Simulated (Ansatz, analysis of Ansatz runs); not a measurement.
## How often does Br try the jump in CsLiBr2 (P4/nmm)?

Aim: the prefactor of a hop in CsLiBr2 (P4/nmm) (V_Br hop (4.2 Å), charge +1) from the modes of the moving atom at the start and at the top of a path found beforehand. Model: a cell of 64 host atoms with 1 Br taken out.

Main program and level: Ansatz 0.2.0; plane-wave PAW DFT, PBEsol; finite-difference force constants of the moving atom alone.

## 1. The starting structure

The cell holds 63 atoms: 16 Cs, 16 Li and 31 Br. Cell: a = 14.446 Å, b = 14.446 Å, c = 9.811 Å, α = 90.0°, β = 90.0°, γ = 90.0°. It derives from CsLiBr2 (space group P4/nmm). Nearest the centre at fractional (0.438, 0.438, 0.832): Li8 at 1.75 Å, Br10 at 2.07 Å, Br32 at 3.06 Å, Br47 at 3.06 Å, Cs35 at 3.20 Å, Cs20 at 3.20 Å, Li37 at 4.04 Å, Li22 at 4.04 Å. The cell carries charge +1.

The cell's shortest repeat is 9.8 Å.

## 2. Vibrations of the moving atom at the start point

Harmonic transition-state theory takes the prefactor from the modes at the minimum and at the top. Only the moving atom is displaced, by 0.02 Å, which takes six displaced runs and a reference; the host's atoms are held.

qp1.start.modes/input.yaml reads:

```yaml
crystal:
  lattice:
    - [10.21487051, 10.21487051, 0.0]
    - [-10.21487051, 10.21487051, 0.0]
    - [0.0, 0.0, 9.8110832]
  atoms:
    - { symbol: Cs, position: [0.12443569, 0.12459825, 0.30098637] }
    - { symbol: Cs, position: [0.37224474, 0.37237184, 0.30530471] }
    - { symbol: Cs, position: [0.12349623, 0.37447195, 0.69617091] }
    - { symbol: Cs, position: [0.3743002, 0.12373871, 0.69613236] }
    - { symbol: Li, position: [0.12326792, 0.37293202, 0.08442512] }
    - { symbol: Li, position: [0.37286052, 0.12332268, 0.08432125] }
    - { symbol: Li, position: [0.12310272, 0.12330532, 0.91451945] }
    - { symbol: Li, position: [0.36010386, 0.36018126, 0.90800496] }
    - { symbol: Br, position: [0.12547781, 0.12573163, 0.66330063] }
    - { symbol: Br, position: [0.37656515, 0.37675612, 0.66369107] }
    - { symbol: Br, position: [0.12496224, 0.37645543, 0.33463855] }
    - { symbol: Br, position: [0.37635846, 0.12504147, 0.33451077] }
    - { symbol: Br, position: [0.00021721, 0.0004963, -0.00018554] }
    - { symbol: Br, position: [0.2468575, 0.24688776, 0.00234205] }
    - { symbol: Br, position: [2.139e-05, 0.25077288, -0.00033466] }
    - { symbol: Br, position: [0.25048162, 0.00010267, -0.00034763] }
    - { symbol: Cs, position: [0.12364753, 0.62626811, 0.30377416] }
    - { symbol: Cs, position: [0.37423896, 0.87646981, 0.30375967] }
    - { symbol: Cs, position: [0.12439666, 0.87620476, 0.69873774] }
    - { symbol: Cs, position: [0.3723001, 0.62778768, 0.6948824] }
    - { symbol: Li, position: [0.12319797, 0.8773803, 0.08515871] }
    - { symbol: Li, position: [0.36018234, 0.63983478, 0.09209615] }
    - { symbol: Li, position: [0.12298416, 0.6278561, 0.91555913] }
    - { symbol: Li, position: [0.37279993, 0.87678214, 0.91556985] }
    - { symbol: Br, position: [0.12500505, 0.62431818, 0.66539074] }
    - { symbol: Br, position: [0.37625741, 0.87507511, 0.66536673] }
    - { symbol: Br, position: [0.12546901, 0.87507467, 0.33638917] }
    - { symbol: Br, position: [0.37664367, 0.62341079, 0.33646432] }
    - { symbol: Br, position: [5.79e-05, 0.50051601, 5.452e-05] }
    - { symbol: Br, position: [0.24684062, 0.75323404, -0.00193838] }
    - { symbol: Br, position: [-1.707e-05, 0.75036371, -7.116e-05] }
    - { symbol: Br, position: [0.27070997, 0.50001513, 0.00011498] }
    - { symbol: Cs, position: [0.62612369, 0.1237385, 0.30379832] }
    - { symbol: Cs, position: [0.87633122, 0.37449278, 0.30370901] }
    - { symbol: Cs, position: [0.62765604, 0.3725366, 0.69462181] }
    - { symbol: Cs, position: [0.87597192, 0.12469436, 0.69873966] }
    - { symbol: Li, position: [0.63982643, 0.36031799, 0.09192111] }
    - { symbol: Li, position: [0.87729982, 0.12335885, 0.08521007] }
    - { symbol: Li, position: [0.62743352, 0.12347282, 0.91563118] }
    - { symbol: Li, position: [0.87656715, 0.37319623, 0.91562165] }
    - { symbol: Br, position: [0.62414419, 0.12522395, 0.66541473] }
    - { symbol: Br, position: [0.87488438, 0.37658742, 0.66537918] }
    - { symbol: Br, position: [0.62321795, 0.37678038, 0.33624673] }
    - { symbol: Br, position: [0.87497068, 0.12576881, 0.33646248] }
    - { symbol: Br, position: [0.50024364, 4.517e-05, -1.882e-05] }
    - { symbol: Br, position: [0.75324984, 0.24707241, -0.00198309] }
    - { symbol: Br, position: [0.50003883, 0.27054645, -0.0002334] }
    - { symbol: Br, position: [0.75004004, 0.00032336, 0.00027356] }
    - { symbol: Cs, position: [0.62768851, 0.62789322, 0.30560978] }
    - { symbol: Cs, position: [0.875963, 0.8762415, 0.30136886] }
    - { symbol: Cs, position: [0.62601703, 0.87666326, 0.69643476] }
    - { symbol: Cs, position: [0.87643911, 0.62640556, 0.6962832] }
    - { symbol: Li, position: [0.62760138, 0.87710394, 0.08470229] }
    - { symbol: Li, position: [0.87695999, 0.62786, 0.08452359] }
    - { symbol: Li, position: [0.63988433, 0.64008131, 0.90831524] }
    - { symbol: Li, position: [0.87702109, 0.87749245, 0.91476573] }
    - { symbol: Br, position: [0.62335441, 0.62358271, 0.6639548] }
    - { symbol: Br, position: [0.87479544, 0.8751286, 0.66351986] }
    - { symbol: Br, position: [0.62411403, 0.8751996, 0.33486991] }
    - { symbol: Br, position: [0.87504911, 0.62430593, 0.33467725] }
    - { symbol: Br, position: [0.75320002, 0.75348203, 0.00210536] }
    - { symbol: Br, position: [0.49998531, 0.72949572, 0.00030626] }
    - { symbol: Br, position: [0.72944811, 0.50019463, 0.00011565] }
  symmetry: { detect: false }
total_charge: 1
basis:
  ecutwfc: 420
  xc_grid: 2
hamiltonian:
  xc: pbesol
kpoints:
  mp_grid: { grid: [1, 1, 1], shift: [0.25, 0.25, 0.25] }
scf:
  occupations: { method: fixed }
  max_iter: 150
phonons:
  supercell: [1, 1, 1]
  displaced_sites: [9]
  amplitude: 0.02
```

The run is started by

```sh
$ ansatz run input.yaml --threads 32 --pin off --max-ram 84787MiB --backend cuda --events-out ev --progress --plain --runs-dir out --max-vram 78GiB
```

Numbers of over 12 decimals in the logs are rounded to 6 here.

What it wrote:

```text
Engine: ansatz 0.2.0, aarch64-unknown-linux-gnu
[...]
Pseudopotential: Cs, paw, valence charge 9, recommended cutoff 420 eV (normal), Cs.paw.azcp
Pseudopotential: Li, paw, valence charge 3, recommended cutoff 420 eV (normal), Li.paw.azcp
Pseudopotential: Br, paw, valence charge 7, recommended cutoff 420 eV (normal), Br.paw.azcp
Functional definition: PBEsol
[...]
Crystal: 63 atoms, lattice volume = 2047.447 Å³
Basis set: ecut = 420 eV, 39949 PW (Γ), exchange–correlation on 200×200×144 points (8 copies of the dense FFT grid, shifted against one another)
Bands: 267, of which v1, the nominal top of the filled ones, is band 204 counted from 1 (203 counted from 0)
[...]
k-points: 1
[...]
Functional: x = pbesol(κ = 0.804, μ = 0.123457), c = pbesol(β = 0.046)
SCF iter   1: F=—  HF=-177561.196073 eV  |F-HF|=—  |Δ(HF+E_count)|=         —  Δρ=1.46e-3  dr2=6.31e-2  ethr=1.77e-3  ⟨swp⟩=5.0  Hψ=973  notcnv=0  defer=61
[...]
SCF iter   2: F=—  HF=-177561.158066 eV  |F-HF|=—  |Δ(HF+E_count)|=   3.80e-2  Δρ=7.59e-4  dr2=1.70e-2  ethr=1.55e-5  ⟨swp⟩=5.0  Hψ=503  notcnv=0  defer=61
[...]
SCF 1 converged in 9 iterations: F = -177561.156381 eV  dr2 = 5.11e-10
[...]
SCF iter   7: F=-177561.156142 eV  HF=-177561.156142 eV  |F-HF|=0.00e0  |Δ(HF+E_count)|=  1.75e-10  Δρ=1.59e-8  dr2=1.24e-11  ethr=1.00e-12  ⟨swp⟩=4.0  Hψ=851  notcnv=0
[...]
SCF iter   5: F=-177561.156127 eV  HF=-177561.156127 eV  |F-HF|=0.00e0  |Δ(HF+E_count)|=  1.75e-10  Δρ=2.76e-8  dr2=1.78e-11  ethr=1.00e-12  ⟨swp⟩=4.0  Hψ=860  notcnv=0
[...]
SCF 7 converged in 5 iterations: F = -177561.155723 eV  dr2 = 1.99e-11
SCF converged after 9 iterations
[...]
--- Band table (eV) ---
[...]
--- Phonons: 6 displaced members + reference (amplitude 0.02 Å, Σ member SCF iterations 36) ---
  symmetry images taken by strict's conditions (phonons.symmetry_images: auto; settled by no image being taken that strict refuses)
  force constants formed among 1 of 63 sites (Br 9); the other 62 at rest. The modes move the named sites alone.
  the frequencies, the zero-point energy and the sums are of the block with the acoustic sum rule laid on its rows. Row sums over every site: 4.7e-5 eV/Å² at the most
  transpose residual: 3.0e-4 eV/Å²
  largest component of a force at the reference: 6.7e-3 eV/Å on a named site, 1.0e-2 eV/Å on a site at rest
  frequencies among the named sites at Γ of the cell (cm⁻¹): 60.23 64.80 110.84
  unstable modes among the named sites: 0
  frequencies as built, with no sum rule (cm⁻¹): 60.22 64.80 110.84
  zero-point energy: 0.014622 eV/cell   skipped modes (ω ≤ 0): 0
  not written: the harmonic force-constant file, the file of eigenvectors (these modes' are written with the force constants), the density of states and the dispersion, which are of every site
[...]
```

It took 3.4 s on 1 × NVIDIA GB200 with 32 threads of Arm Neoverse V2, shared host; peak memory 2.3 GiB; 15 s of CPU time.

Reading the cycles: dr2 is the Hartree energy of the density residual (eV), the measure of convergence; HF is the Harris–Foulkes estimate of the energy, which meets the free energy F at convergence.

Read from the output:

```
free energy                : -177561.1564 eV
frequencies of moving atom : 60.23, 64.80, 110.8 cm⁻¹ (negative: imaginary)
```

The three modes are 60, 65 and 111 cm⁻¹: all real, a minimum for this atom with the others held.

## 3. Vibrations of the moving atom at the top of the path

The same at the top, where the mode along the path should be imaginary.

qp1.top.modes/input.yaml reads:

```yaml
crystal:
  lattice:
    - [10.21487051, 10.21487051, 0.0]
    - [-10.21487051, 10.21487051, 0.0]
    - [0.0, 0.0, 9.8110832]
  atoms:
    - { symbol: Cs, position: [0.12243129, 0.12225144, 0.30804526] }
    - { symbol: Cs, position: [0.37212474, 0.37243365, 0.31435337] }
[... 5 atom lines left out ...]
    - { symbol: Li, position: [0.36624899, 0.36708003, 0.95196227] }
[... 1 atom line left out ...]
    - { symbol: Br, position: [0.45873885, 0.46140771, 0.81278212] }
[... 3 atom lines left out ...]
    - { symbol: Br, position: [0.2485805, 0.2486825, 0.00722628] }
[... 5 atom lines left out ...]
    - { symbol: Cs, position: [0.37359632, 0.65357126, 0.67257269] }
[... 1 atom line left out ...]
    - { symbol: Li, position: [0.36022333, 0.63362506, 0.07283319] }
[... 9 atom lines left out ...]
    - { symbol: Br, position: [0.24684971, 0.49864308, 0.0214569] }
[... 2 atom lines left out ...]
    - { symbol: Cs, position: [0.65164406, 0.37390807, 0.67594258] }
[... 1 atom line left out ...]
    - { symbol: Li, position: [0.63385576, 0.35984564, 0.0759744] }
[... 9 atom lines left out ...]
    - { symbol: Br, position: [0.49851892, 0.2488061, 0.02050092] }
[... 7 atom lines left out ...]
    - { symbol: Li, position: [0.62877543, 0.62918218, 0.88937432] }
[... 1 atom line left out ...]
    - { symbol: Br, position: [0.63274013, 0.63290432, 0.6418308] }
[... 5 atom lines left out ...]
    - { symbol: Br, position: [0.72873011, 0.49821889, -0.0107704] }
  symmetry: { detect: false }
total_charge: 1
basis:
  ecutwfc: 420
  xc_grid: 2
hamiltonian:
  xc: pbesol
kpoints:
  mp_grid: { grid: [1, 1, 1], shift: [0.25, 0.25, 0.25] }
scf:
  occupations: { method: fixed }
  max_iter: 150
phonons:
  supercell: [1, 1, 1]
  displaced_sites: [9]
  amplitude: 0.02
```

What it wrote:

```text
[...]
Crystal: 63 atoms, lattice volume = 2047.447 Å³
Basis set: ecut = 420 eV, 39949 PW (Γ), exchange–correlation on 200×200×144 points (8 copies of the dense FFT grid, shifted against one another)
Bands: 267, of which v1, the nominal top of the filled ones, is band 204 counted from 1 (203 counted from 0)
[...]
k-points: 1
[...]
SCF iter   1: F=—  HF=-177560.500988 eV  |F-HF|=—  |Δ(HF+E_count)|=         —  Δρ=1.50e-3  dr2=8.10e-2  ethr=1.77e-3  ⟨swp⟩=6.0  Hψ=980  notcnv=0  defer=61
[...]
SCF iter   2: F=—  HF=-177560.457793 eV  |F-HF|=—  |Δ(HF+E_count)|=   4.32e-2  Δρ=7.76e-4  dr2=2.06e-2  ethr=1.99e-5  ⟨swp⟩=4.0  Hψ=500  notcnv=0  defer=61
[...]
SCF 1 converged in 9 iterations: F = -177560.454276 eV  dr2 = 6.04e-10
[...]
SCF iter   7: F=-177560.453762 eV  HF=-177560.453762 eV  |F-HF|=2.91e-11  |Δ(HF+E_count)|=  3.49e-10  Δρ=1.94e-8  dr2=1.96e-11  ethr=1.00e-12  ⟨swp⟩=4.0  Hψ=866  notcnv=0
[...]
SCF iter   5: F=-177560.453658 eV  HF=-177560.453658 eV  |F-HF|=0.00e0  |Δ(HF+E_count)|=  2.91e-10  Δρ=3.50e-8  dr2=2.88e-11  ethr=1.00e-12  ⟨swp⟩=5.0  Hψ=855  notcnv=0
[...]
SCF 7 converged in 5 iterations: F = -177560.453907 eV  dr2 = 3.54e-11
SCF converged after 9 iterations
[...]
--- Band table (eV) ---
[...]
transpose residual: 4.7e-4 eV/Å²
[...]
frequencies among the named sites at Γ of the cell (cm⁻¹): -31.54 98.12 129.11
  unstable modes among the named sites: 1
  frequencies as built, with no sum rule (cm⁻¹): -31.54 98.12 129.11
  zero-point energy: 0.014087 eV/cell   skipped modes (ω ≤ 0): 1, of them read as no rigid motion or as one in doubt: 1 (1.000e0 modes/cell left out, lowest -31.54 cm⁻¹)
[...]
```

Wall time 3.1 s (1 × NVIDIA GB200 with 32 threads); peak memory 2.3 GiB; 16 s of CPU time.

Read from the output:

- free energy: -177560.4543 eV
- frequencies of moving atom: -31.54, 98.12, 129.1 cm⁻¹ (negative: imaginary)

The three modes are 32i, 98 and 129 cm⁻¹: one imaginary, a saddle of first order for this atom with the others held.

## 4. Attempt frequency and hop rate

Analysis of the runs above: harmonic transition-state theory from the moving atom's modes alone (Vineyard), PBEsol.

It gives:

| Quantity | Value |
| --- | --- |
| attempt frequency | 1.024 THz |

The hop rate by temperature:

| temperature (K) | hop rate (1/s) |
| --- | --- |
| 200 | 2.1e-6 |
| 300 | 1.64 |
| 400 | 1459 |
| 600 | 1.3e6 |
| 800 | 3.9e7 |
| 1000 | 3.0e8 |

## 5. Summary of results

* attempt frequency (attempt frequency and hop rate): 1.02 THz

In words: The attempt frequency, the product of the three frequencies at the start over that of the two real ones at the top (Vineyard), is 1.0 THz. With the barrier of 0.70 eV it gives 1.3e+06 hops a second at 600 K along this one path; equivalent neighbouring sites multiply that. The host's atoms were held, though they move along the path too, so the prefactor is rough. Limits: one k-point off the zone centre stands for the whole zone; spin–orbit coupling, which can matter with heavy atoms, is left out.

[Logs are printed without paths, hosts, clocks, repeated set-up lines and the standing remarks that a program may print on its own settings, such as how far it seeks lower states.]

[Hosts, paths, dates, database ids (printed as entryN), source tags and the programs' standing remarks are cut or masked in the printed files.]
